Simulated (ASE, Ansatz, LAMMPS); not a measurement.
# Convergence of a linear-scaling basis for (12,12) carbon nanotube (144 atoms)

Aim: test how closely localised support functions follow the reference on (12,12) carbon nanotube (144 atoms), and at what cost. A setting counts as converged where the r.m.s. difference of forces stays under 1 % of the r.m.s. force.

Calculated with Ansatz 0.2.0; Kohn-Sham DFT, r2SCAN+D4, PAW (set soft_2), plane waves.

### 1. Set-up

The cell holds 144 atoms: 144 C. Cell: a = 25.213 Å, b = 25.213 Å, c = 7.380 Å, α = 90.0°, β = 90.0°, γ = 90.0°. It derives from C (graphene). Graphene sheet (a = 2.46 Å) rolled into a (12,12) tube of diameter 16.28 Å, 3 periods, 9 Å of vacuum; then minimised and run for 3 ps at 600 K (NVT) with a classical potential, last frame taken. Vacuum lies along a and b. The structure repeats along c.

Before any run, some limits are plain. Beside vacuum, support functions can miss their usual error bounds without a warning.

### 2. The classical run that made the cell

A classical potential prepares the built cell, by minimisation and a short run of dynamics.

This step: classical potential: AIREBO (Stuart, Tutein and Harrison, J. Chem. Phys. 112, 6472 (2000)) (LAMMPS stable Jul 2025 - Update 4).

The input, in.lammps:

```
units metal
atom_style atomic
boundary p p p
atom_modify map array
read_data structure.data
pair_style airebo 3.0 1 1
pair_coeff * * CH.airebo C
thermo_style custom step temp pe press lx ly lz fmax
thermo 300
min_style cg
minimize 0 1e-4 3000 30000
reset_timestep 0
timestep 0.001
velocity all create 1200 40322 dist gaussian
fix md all nvt temp 600 600 0.1
run 3000
write_data relaxed.data nocoeff
```

Started as:

```bash
$ lmp -in in.lammps -log log.lammps -screen none -nocite
```

Numbers of over 12 decimals in the logs are rounded to 6 here.

Output:

```text
LAMMPS (22 Jul 2025 - Update 4)
  144 atoms
   Step          Temp          PotEng         Press            Lx             Ly             Lz            Fmax     
         0   0             -1064.5407     -32125.164      25.213297      25.213297      7.38           0.13107377   
        26   0             -1065.9268     -11750.782      25.213297      25.213297      7.38           7.1620545e-06
Loop time of 0.310928 on 1 procs for 26 steps with 144 atoms
Minimization stats:
  Stopping criterion = force tolerance
  Energy initial, next-to-last, final = 
     -1064.54066565242  -1065.92680183751  -1065.92680183821
  Force two-norm initial, final = 1.5855267 5.1104257e-05
  Force max component initial, final = 0.13107377 7.1620545e-06
  Iterations, force evaluations = 26 51
   Step          Temp          PotEng         Press            Lx             Ly             Lz            Fmax     
[... 2 lines left out ...]
       600   593.67378     -1054.6572     -18849.078      25.213297      25.213297      7.38           5.230517     
       900   616.80302     -1054.8188     -6969.0822      25.213297      25.213297      7.38           6.8450973    
      1200   626.51122     -1055.9591     -5948.9881      25.213297      25.213297      7.38           6.1723659    
      1500   602.99701     -1054.7225     -16853.77       25.213297      25.213297      7.38           6.0460349    
      1800   523.46695     -1054.0991     -20439.548      25.213297      25.213297      7.38           4.5857651    
      2100   624.50621     -1055.0729     -9182.4209      25.213297      25.213297      7.38           4.6232314    
      2400   553.96596     -1054.9607     -3981.2897      25.213297      25.213297      7.38           5.7598029    
      2700   640.00358     -1054.5177     -13824.083      25.213297      25.213297      7.38           5.5304921    
      3000   586.80672     -1055.6224     -18060.655      25.213297      25.213297      7.38           6.4808182    
Loop time of 12.7773 on 1 procs for 3000 steps with 144 atoms
```

Elapsed: 14 s, on 1 thread of Intel Xeon at 2.80GHz (Skylake/Cascade Lake), shared host.

### 3. Plane-wave single point

The first run fixes the reference, at a cutoff of 500 eV.

The input, input.yaml:

```yaml
crystal:
  lattice:
    - [25.2133, 0.0, 0.0]
    - [0.0, 25.2133, 0.0]
    - [0.0, 0.0, 7.38]
  atoms:
    - { symbol: C, position: [0.76451, 0.47836, 0.16474] }
    - { symbol: C, position: [0.76228, 0.50464, 0.0018] }
    - { symbol: C, position: [0.75819, 0.55795, 0.3309] }
    - { symbol: C, position: [0.75291, 0.58577, 0.16416] }
    - { symbol: C, position: [0.73382, 0.64004, 0.16875] }
    - { symbol: C, position: [0.72982, 0.668, 0.33415] }
    - { symbol: C, position: [0.69712, 0.71685, 0.99261] }
    - { symbol: C, position: [0.687, 0.74069, 0.16795] }
    - { symbol: C, position: [0.65834, 0.7887, 0.1692] }
    - { symbol: C, position: [0.63966, 0.80905, 0.33126] }
    - { symbol: C, position: [0.59081, 0.83837, 0.9937] }
    - { symbol: C, position: [0.5674, 0.85289, 0.17157] }
    - { symbol: C, position: [0.51242, 0.8639, 0.17147] }
    - { symbol: C, position: [0.48579, 0.8668, 0.33522] }
    - { symbol: C, position: [0.42889, 0.85933, 0.33853] }
    - { symbol: C, position: [0.40137, 0.85219, 0.17311] }
    - { symbol: C, position: [0.3518, 0.82756, 0.16801] }
    - { symbol: C, position: [0.33144, 0.80975, 0.33579] }
    - { symbol: C, position: [0.30265, 0.76297, 0.9989] }
    - { symbol: C, position: [0.28457, 0.74098, 0.16883] }
    - { symbol: C, position: [0.26573, 0.6875, 0.16354] }
    - { symbol: C, position: [0.25909, 0.66342, 0.99675] }
    - { symbol: C, position: [0.25092, 0.60459, 0.99987] }
    - { symbol: C, position: [0.2368, 0.57742, 0.16692] }
    - { symbol: C, position: [0.23584, 0.52076, 0.15066] }
    - { symbol: C, position: [0.23878, 0.49349, 0.98422] }
    - { symbol: C, position: [0.24467, 0.43847, 0.3232] }
    - { symbol: C, position: [0.24594, 0.40774, 0.16299] }
    - { symbol: C, position: [0.25523, 0.35374, 0.16803] }
    - { symbol: C, position: [0.26622, 0.32885, 0.99918] }
    - { symbol: C, position: [0.28794, 0.27465, 0.33094] }
    - { symbol: C, position: [0.3032, 0.25249, 0.17361] }
    [... 106 atom lines left out ...]
    - { symbol: C, position: [0.70786, 0.23363, 0.99505] }
    - { symbol: C, position: [0.72167, 0.25998, 0.83418] }
    - { symbol: C, position: [0.7441, 0.30967, 0.84136] }
    - { symbol: C, position: [0.75111, 0.33671, 0.67556] }
    - { symbol: C, position: [0.75916, 0.39202, 0.67609] }
    - { symbol: C, position: [0.76126, 0.41647, 0.85337] }
kpoints:
  mp_grid: { grid: [1, 1, 2] }
hamiltonian:
  xc: r2scan
  dispersion: d4
scf:
  occupations: { method: gaussian, width: 0.025 }
output:
  forces: true
  populations: intrinsic
  dos:
    method: { smearing: { sigma: 0.15 } }
    de: 0.1
    projected: { site_lists: { C: [C] } }
  eigenvalues: true
  write_density: true
  write_potential: true
  volumetric_format: npy
```

Started as:

```bash
$ ansatz run input.yaml --threads 8 --pin off --max-ram 15872MiB --backend cpu --events-out ev --progress --plain --runs-dir out
```

Output:

```text
Engine: ansatz 0.2.0, aarch64-unknown-linux-gnu
Pseudopotentials: kind: paw
Pseudopotential: C, paw, valence charge 4, recommended cutoff 500 eV (meta_gga), C.paw.azcp
Functional definition: r2SCAN
  parameter k0 = 0.174
  parameter k1 = 0.065
  parameter a1 = 4.9479
  exchange = r2scan_x(k0 = k0, k1 = k1, a1 = a1)
  correlation = r2scan_c
Crystal: 144 atoms, lattice volume = 4691.543 Å³
Basis set: ecut = 500 eV, 119135 PW (Γ), exchange–correlation on 768×768×216 points (64 copies of the dense FFT grid, shifted against one another)
Bands: 432, of which v1, the nominal top of the filled ones, is band 288 counted from 1 (287 counted from 0)
Symmetry: 1 space group operations
Space group: P1 (ITA 1), of the structure as read, at distance tolerance 1.7e-4 Å
k-points: 2
Non-local potential: C, projectors of the file, l = 0: 2, l = 1: 2, l = 2: 1
PAW form: soft (Blöchl's): semilocal exchange-correlation on the pseudo side does not see the compensation charge
PAW frozen core: C, regenerated for the run's functional (the file was generated under x = pbe(κ = 0.804, μ = 0.219515), c = pbe(β = 0.066725))
PAW one-centre angular grid: C, 302 points (default); XC on 239 of its mesh's 2573 points in the sphere
Initial density: superposition of atomic densities (neutral atoms: chi_scale 0, normalization atom), corrected by the library's trained network
Initial wavefunctions: pseudopotential atomic-orbital guess
Functional: x = r2scan, c = r2scan; τ floored in thin density (d = 2e-4 eV/Å³)
SCF iter   1: F=—  HF=-36222.951261 eV  |F-HF|=—  |Δ(HF+E_count)|=         —  Δρ=4.58e-3  dr2=5.67e-1  dr2_τ=3.03e1  ethr=1.77e-3  ⟨swp⟩=8.0  Hψ=7390  notcnv=0  defer=238
preconditioner: auto → Resta (q_TF=auto, 1.923 Å⁻¹)  ε∞=1.7  [insulator: Δε(μ)=0.167 eV  Ē_g=15.878 eV  σ=0.025 eV  W_gap=1.00  n_scr=548 (ndim 8)  ℏωp=13.0 eV  f_vac=0.689  D(μ)=0.00/eV (n_scr^D=0)  ε∞_Penn≈1.7  vacuum switching on, ρ_ref=1.8e-2 e/Å³]
SCF iter   2: F=—  HF=-36225.776944 eV  |F-HF|=—  |Δ(HF+E_count)|=    2.83e0  Δρ=2.92e-3  dr2=3.90e-1  dr2_τ=9.59e-3  ethr=9.85e-5  ⟨swp⟩=2.0  Hψ=2331  notcnv=0  defer=277
SCF iter   3: F=—  HF=-36225.982351 eV  |F-HF|=—  |Δ(HF+E_count)|=   2.05e-1  Δρ=1.99e-3  dr2=1.49e0  dr2_τ=1.32e-2  ethr=6.77e-5  ⟨swp⟩=3.0  Hψ=2383  notcnv=0  defer=273  recentre
SCF iter   4: F=—  HF=-36225.817815 eV  |F-HF|=—  |Δ(HF+E_count)|=   1.65e-1  Δρ=1.19e-3  dr2=3.48e-2  dr2_τ=2.74e-3  ethr=6.77e-5  ⟨swp⟩=3.5  Hψ=2291  notcnv=0  defer=275
SCF iter   5: F=—  HF=-36225.844566 eV  |F-HF|=—  |Δ(HF+E_count)|=   2.68e-2  Δρ=1.94e-4  dr2=1.48e-2  dr2_τ=2.62e-4  ethr=6.04e-6  ⟨swp⟩=3.5  Hψ=1818  notcnv=0  defer=275
SCF iter   6: F=—  HF=-36225.842824 eV  |F-HF|=—  |Δ(HF+E_count)|=   1.74e-3  Δρ=9.77e-5  dr2=6.35e-4  dr2_τ=2.42e-5  ethr=2.57e-6  ⟨swp⟩=2.0  Hψ=1232  notcnv=0  defer=275
SCF iter   7: F=—  HF=-36225.842960 eV  |F-HF|=—  |Δ(HF+E_count)|=   1.36e-4  Δρ=5.50e-5  dr2=2.90e-4  dr2_τ=8.04e-6  ethr=1.10e-7  ⟨swp⟩=2.5  Hψ=1599  notcnv=0  defer=275
SCF iter   8: F=—  HF=-36225.842997 eV  |F-HF|=—  |Δ(HF+E_count)|=   3.70e-5  Δρ=2.68e-5  dr2=7.76e-5  dr2_τ=3.14e-6  ethr=5.04e-8  ⟨swp⟩=2.5  Hψ=1375  notcnv=0  defer=275
SCF iter   9: F=—  HF=-36225.843032 eV  |F-HF|=—  |Δ(HF+E_count)|=   3.49e-5  Δρ=1.20e-5  dr2=1.41e-5  dr2_τ=6.83e-7  ethr=1.35e-8  ⟨swp⟩=2.0  Hψ=2155  notcnv=0  defer=275
SCF iter  10: F=—  HF=-36225.843044 eV  |F-HF|=—  |Δ(HF+E_count)|=   1.18e-5  Δρ=7.49e-6  dr2=5.40e-6  dr2_τ=1.92e-7  ethr=2.45e-9  ⟨swp⟩=3.0  Hψ=1605  notcnv=0  defer=275
SCF iter  11: F=—  HF=-36225.843047 eV  |F-HF|=—  |Δ(HF+E_count)|=   3.24e-6  Δρ=4.64e-6  dr2=9.58e-7  dr2_τ=5.75e-8  ethr=9.38e-10  ⟨swp⟩=3.0  Hψ=1450  notcnv=0  defer=275
SCF iter  12: F=—  HF=-36225.843049 eV  |F-HF|=—  |Δ(HF+E_count)|=   1.77e-6  Δρ=2.74e-6  dr2=5.41e-7  dr2_τ=1.94e-8  ethr=1.66e-10  ⟨swp⟩=2.5  Hψ=1768  notcnv=0  defer=275
SCF iter  13: F=—  HF=-36225.843050 eV  |F-HF|=—  |Δ(HF+E_count)|=   6.82e-7  Δρ=1.33e-6  dr2=1.56e-7  dr2_τ=5.65e-9  ethr=9.39e-11  ⟨swp⟩=2.0  Hψ=1445  notcnv=0  defer=275
SCF iter  14: F=-36225.843050 eV  HF=-36225.843050 eV  |F-HF|=8.51e-9  |Δ(HF+E_count)|=   1.50e-7  Δρ=5.01e-7  dr2=1.29e-8  dr2_τ=6.65e-10  ethr=1.74e-11  ⟨swp⟩=120.0  Hψ=12688  notcnv=0
SCF 1 converged in 14 iterations: F = -36225.843050 eV  dr2 = 1.29e-8
  greatest PAW one-centre occupation: 0.705 electrons in one spin orbital (limit 2), on the C atom at site 45 (counted from 0), in its partial waves of l = 0
WARN: The output density's exchange-correlation potential varies sharply where the density is thin. Do not read a vacuum level from v_tot or v_xc, or from such a field of the output density. On a cell that repeats whose density bears no net charge and no dipole along the vacuum's axis use v_es (v_loc + v_h of the components); [...]
SCF converged after 14 iterations
Free energy (F): -36225.843050 eV
Harris-Foulkes:  -36225.843050 eV  (|F-HF|=8.51e-9)
Internal energy: -36225.843049 eV  (E = F + TS)
E sigma→0 (E₀):  -36225.843050 eV
Entropy (-TS):   -0.000000 eV (-0.000 meV/atom)
Fermi energy:    -1.196176 eV
--- Per-component energies (eV) ---
  E_band       = -6341.643585
  E_kinetic    = 13110.958362
  E_local      = -179253.928542  (includes V_loc(G=0)·N_el)
  E_nonlocal   = 3890.294655
  E_hartree    = 82888.069693
  E_xc         = -6797.291728
  E_vxc        = -9424.904817  (∫ρ·V_xc dr)
  E_paw        = -14528.627921  (= ΣΔE_a)
  E_vpaw       = -975.038932  (= ΣTr[D̂ρ^β])
  E_aug_tail   = 0.000740  (compensation charges beyond the density's cutoff)
  E_vtau       = 534.834785  (kinetic-family band-sum trace: ∫τ·v_τ [+ j·A + Jᵃ·Aᵃ] dr)
  E_ewald      = 64473.679520
  E_disp       = -5.430411  (pairwise vdW)
  E_core_change = -3.567418  (= ΣΔE_core)
  E_smearing   = -0.000000  (= −TS)
  E_closure    = 0.000000  (closes the sum)
  Σ components = -36225.843050   (vs F -36225.843050, Δ=0.00e0)
--- Forces (eV/Å), atoms counted from 1 ---
  atom   1  C      0.78746313    -3.32658012     2.24381187
  atom   2  C      0.57790819     0.17777042    -0.79979611
  atom   3  C      0.58972238    -0.23468130     0.51306731
  atom   4  C     -0.53370761     1.72634760     0.26311406
  atom   5  C      0.17517387     0.06421086    -0.75108244
  atom   6  C     -0.97473640    -0.64548448     0.76928200
  atom   7  C      0.60690703     0.13845593     3.07072134
  atom   8  C      0.66938538     0.86037939    -0.75697561
  atom   9  C     -0.07425505    -1.20252808    -2.13856866
  atom  10  C     -0.53541255     0.19746418     0.07488784
  atom  11  C      1.61246711    -0.67366571     2.41357743
  atom  12  C      0.06099989    -1.20847874    -2.43816537
  atom  13  C      1.71984244    -0.14704203     0.35358133
  atom  14  C     -2.17992174    -0.27561399     0.80193449
[...]
atom 143  C      0.62588729    -1.76559715     2.70801170
  atom 144  C     -0.21648937     2.95714986    -3.46621484
  max |Σ_I F_I| component: 1.59e-4 eV/Å
--- Band table (eV) ---
  k-point 0: bands = ["-22.2385", "-22.2228", "-22.1468", "-22.0630", [... 416 levels ...], "6.2540", "6.2634", "6.2686", "6.2862", "6.2973", "6.3186", "6.3566", "6.3954", "6.4065", "6.4113", "6.4421", "6.4572"]
  k-point 1: bands = ["-21.7834", "-21.7671", "-21.7451", "-21.7172", [... 416 levels ...], "6.4274", "6.4362", "6.4409", "6.4544", "6.4778", "6.4862", "6.5267", "6.5402", "6.5539", "6.5700", "6.6050", "6.6428"]
--- intrinsic populations: 144 sites ---
  site symbol       q [e]
     0      C      4.0002
     1      C      4.0016
     2      C      3.9941
[...]
143      C      3.9984
  spilling = -0.000000 (of n_electrons = 576.000000)
```

Elapsed: 8.3 min, on 8 threads of Arm Neoverse V2, shared host; peak memory 14 GiB; 61 min of CPU time.

The program notes that it cut back its work space to fit the memory limit and the exchange-correlation potential is rough where the density is thin.

Numbers from this run:

```
free energy            : -36225.8430 eV
free energy per atom   : -251.5684 eV/atom
SCF cycles             : 14
r.m.s. force component : 1.488 eV/Å
longest force          : 5.186 eV/Å
Fermi energy           : -1.196 eV
```

Length of the force by element:

| element | coordination | atoms | mean length of the force (eV/Å) | spread | least | most |
| --- | --- | --- | --- | --- | --- | --- |
| C | all | 144 | 2.32 | 1.13 | 0.313 | 5.19 |

Intrinsic-atomic-orbital charges by element:

| element | coordination | atoms | mean charge (e) | spread | least | most |
| --- | --- | --- | --- | --- | --- | --- |
| C | all | 144 | 0 | 0.0049 | -0.0204 | 0.0119 |

States in the cell by windows of 1 eV, zero at the Fermi level; the larger projections on atomic orbitals stand beside the total:

| from (eV) | to (eV) | total | C p | C s |
| --- | --- | --- | --- | --- |
| -18 | -17 | 15.8 | 6.3 | 9.2 |
| -17 | -16 | 27.9 | 12.4 | 15.1 |
| -16 | -15 | 24.0 | 10.4 | 13.4 |
| -15 | -14 | 12.7 | 6.9 | 5.6 |
| -14 | -13 | 24.1 | 15.5 | 8.2 |
| -13 | -12 | 26.0 | 17.5 | 8.3 |
| -12 | -11 | 23.1 | 16.7 | 6.2 |
| -11 | -10 | 20.5 | 16.3 | 3.9 |
| -10 | -9 | 24.8 | 20.6 | 4.0 |
| -9 | -8 | 39.8 | 35.1 | 4.3 |
| -8 | -7 | 49.7 | 46.4 | 2.4 |
| -7 | -6 | 56.3 | 53.9 | 2.0 |
| -6 | -5 | 48.2 | 46.2 | 1.5 |
| -5 | -4 | 38.1 | 37.4 | 0.5 |
| -4 | -3 | 29.1 | 28.8 | 0.2 |
| -3 | -2 | 36.0 | 35.7 | 0.2 |
| -2 | -1 | 9.5 | 9.4 | 0.0 |
| -1 | 0 | 5.7 | 5.6 | 0.0 |
| 0 | 1 | 6.3 | 6.2 | 0.0 |
| 1 | 2 | 21.0 | 20.0 | 0.2 |
| 2 | 3 | 27.0 | 25.5 | 0.3 |
| 3 | 4 | 20.5 | 15.0 | 0.2 |
| 4 | 5 | 39.3 | 12.8 | 0.3 |

Between -22 and -18 eV lie 64 more states.

The levels nearest the highest filled one (over half full), pooled over k-points and spins:

| level less the highest filled one (eV) | occupation |
| --- | --- |
| -0.712 | 2 |
| -0.623 | 2 |
| -0.614 | 2 |
| -0.577 | 2 |
| -0.0539 | 2 |
| 0 | 2 |
| 0.165 | 0 |
| 0.179 | 0 |
| 0.694 | 0 |
| 0.727 | 0 |
| 0.774 | 0 |
| 0.801 | 0 |

Electrostatic potential energy in the cb plane at fractional x = 0.243, with atoms of C within 0.2 Å of it. With pseudopotentials it is smooth inside the atoms' cores, unlike the true potential.

Values in eV, 13 rows by 16 columns, each cell a mean:
```
  3   3   3   3   3   3   3   3   3   3   3   3   3   3   3   3
  3   3   3   3   3   3   3   3   3   3   3   3   3   3   3   3
  3   3   3   3   3   3   3   3   3   3   3   3   3   3   3   3
  0  -1  -5  -4   0   0  -1  -7 -10  -3   1   1  -2  -6  -2   0
-31 -11  -7  -7 -23 -45 -27 -10 -10 -10 -29 -26  -9  -7  -7 -24
-23 -19 -38 -32 -18 -23 -19 -34 -40 -19 -23 -22 -26 -43 -27 -20
-33 -20 -28 -21 -26 -39 -23 -24 -27 -20 -37 -29 -21 -29 -23 -34
-32 -20 -34 -30 -26 -33 -20 -28 -32 -20 -31 -24 -18 -31 -20 -30
-11 -10 -26 -23  -7  -7  -5  -8  -9  -5  -7  -5  -9 -18 -10  -8
  1   2   2   2   1   1   2   2   2   2   2   2   2   2   2   1
  3   3   3   3   3   3   3   3   3   3   3   3   3   3   3   3
  3   3   3   3   3   3   3   3   3   3   3   3   3   3   3   3
  3   3   3   3   3   3   3   3   3   3   3   3   3   3   3   3
```
Columns run along c (7.4 Å; values clipped at the 3rd and 97th percentile), rows up along b (25.2 Å). Atoms in or near the plane, at fractional coordinates: C at (0.00, 0.60), C at (0.17, 0.58), C at (0.15, 0.52), C at (0.98, 0.49), C at (0.32, 0.44), C at (0.16, 0.41), C at (0.33, 0.61), C at (0.50, 0.58), C at (0.49, 0.52), C at (0.33, 0.49), C at (0.66, 0.44), C at (0.49, 0.41), C at (0.67, 0.61), C at (0.83, 0.58) and more.

Valence density in the cb plane at fractional x = 0.243, with atoms of C within 0.2 Å of it. It is the smooth field of the valence electrons, not physical close to the nuclei.

Values in e/Å³, 13 rows by 16 columns, each cell a mean:
```
0.0 0.0 0.0 0.0 0.0 0.0 0.0 0.0 0.0 0.0 0.0 0.0 0.0 0.0 0.0 0.0
0.0 0.0 0.0 0.0 0.0 0.0 0.0 0.0 0.0 0.0 0.0 0.0 0.0 0.0 0.0 0.0
0.0 0.0 0.0 0.0 0.0 0.0 0.0 0.0 0.0 0.0 0.0 0.0 0.0 0.0 0.0 0.0
0.2 0.3 0.4 0.4 0.2 0.1 0.2 0.5 0.5 0.3 0.1 0.2 0.3 0.4 0.3 0.2
1.3 0.8 0.5 0.6 1.2 1.7 1.3 0.7 0.6 0.8 1.3 1.2 0.7 0.5 0.6 1.1
0.9 1.2 1.6 1.4 1.1 0.9 1.1 1.6 1.6 1.2 0.9 1.0 1.5 1.7 1.4 1.0
1.4 1.2 1.0 1.1 1.3 1.6 1.3 1.1 1.0 1.2 1.5 1.4 1.1 1.1 1.3 1.5
1.2 1.2 1.3 1.4 1.3 1.2 1.2 1.2 1.3 1.2 1.1 1.1 1.1 1.2 1.2 1.3
0.6 0.8 1.1 1.0 0.7 0.5 0.5 0.6 0.6 0.5 0.5 0.5 0.6 0.8 0.7 0.6
0.1 0.1 0.1 0.1 0.1 0.1 0.1 0.1 0.0 0.1 0.1 0.1 0.1 0.0 0.1 0.1
0.0 0.0 0.0 0.0 0.0 0.0 0.0 0.0 0.0 0.0 0.0 0.0 0.0 0.0 0.0 0.0
0.0 0.0 0.0 0.0 0.0 0.0 0.0 0.0 0.0 0.0 0.0 0.0 0.0 0.0 0.0 0.0
0.0 0.0 0.0 0.0 0.0 0.0 0.0 0.0 0.0 0.0 0.0 0.0 0.0 0.0 0.0 0.0
```
Columns run along c (7.4 Å), rows up along b (25.2 Å). Atoms in or near the plane, at fractional coordinates: C at (0.00, 0.60), C at (0.17, 0.58), C at (0.15, 0.52), C at (0.98, 0.49), C at (0.32, 0.44), C at (0.16, 0.41), C at (0.33, 0.61), C at (0.50, 0.58), C at (0.49, 0.52), C at (0.33, 0.49), C at (0.66, 0.44), C at (0.49, 0.41), C at (0.67, 0.61), C at (0.83, 0.58) and more.

Intrinsic-atomic-orbital charges run from -0.02 to +0.01 e. Within 0.4 eV of the Fermi level the largest share is C p (99 % of the projected weight).

[end of part 1 of 2]

[Logs are printed without paths, hosts, clocks, repeated set-up lines and the standing remarks that a program may print on its own settings, such as how far it seeks lower states.]

[Hosts, paths, dates, database ids (printed as entryN), source tags and the programs' standing remarks are cut or masked in the printed files.]
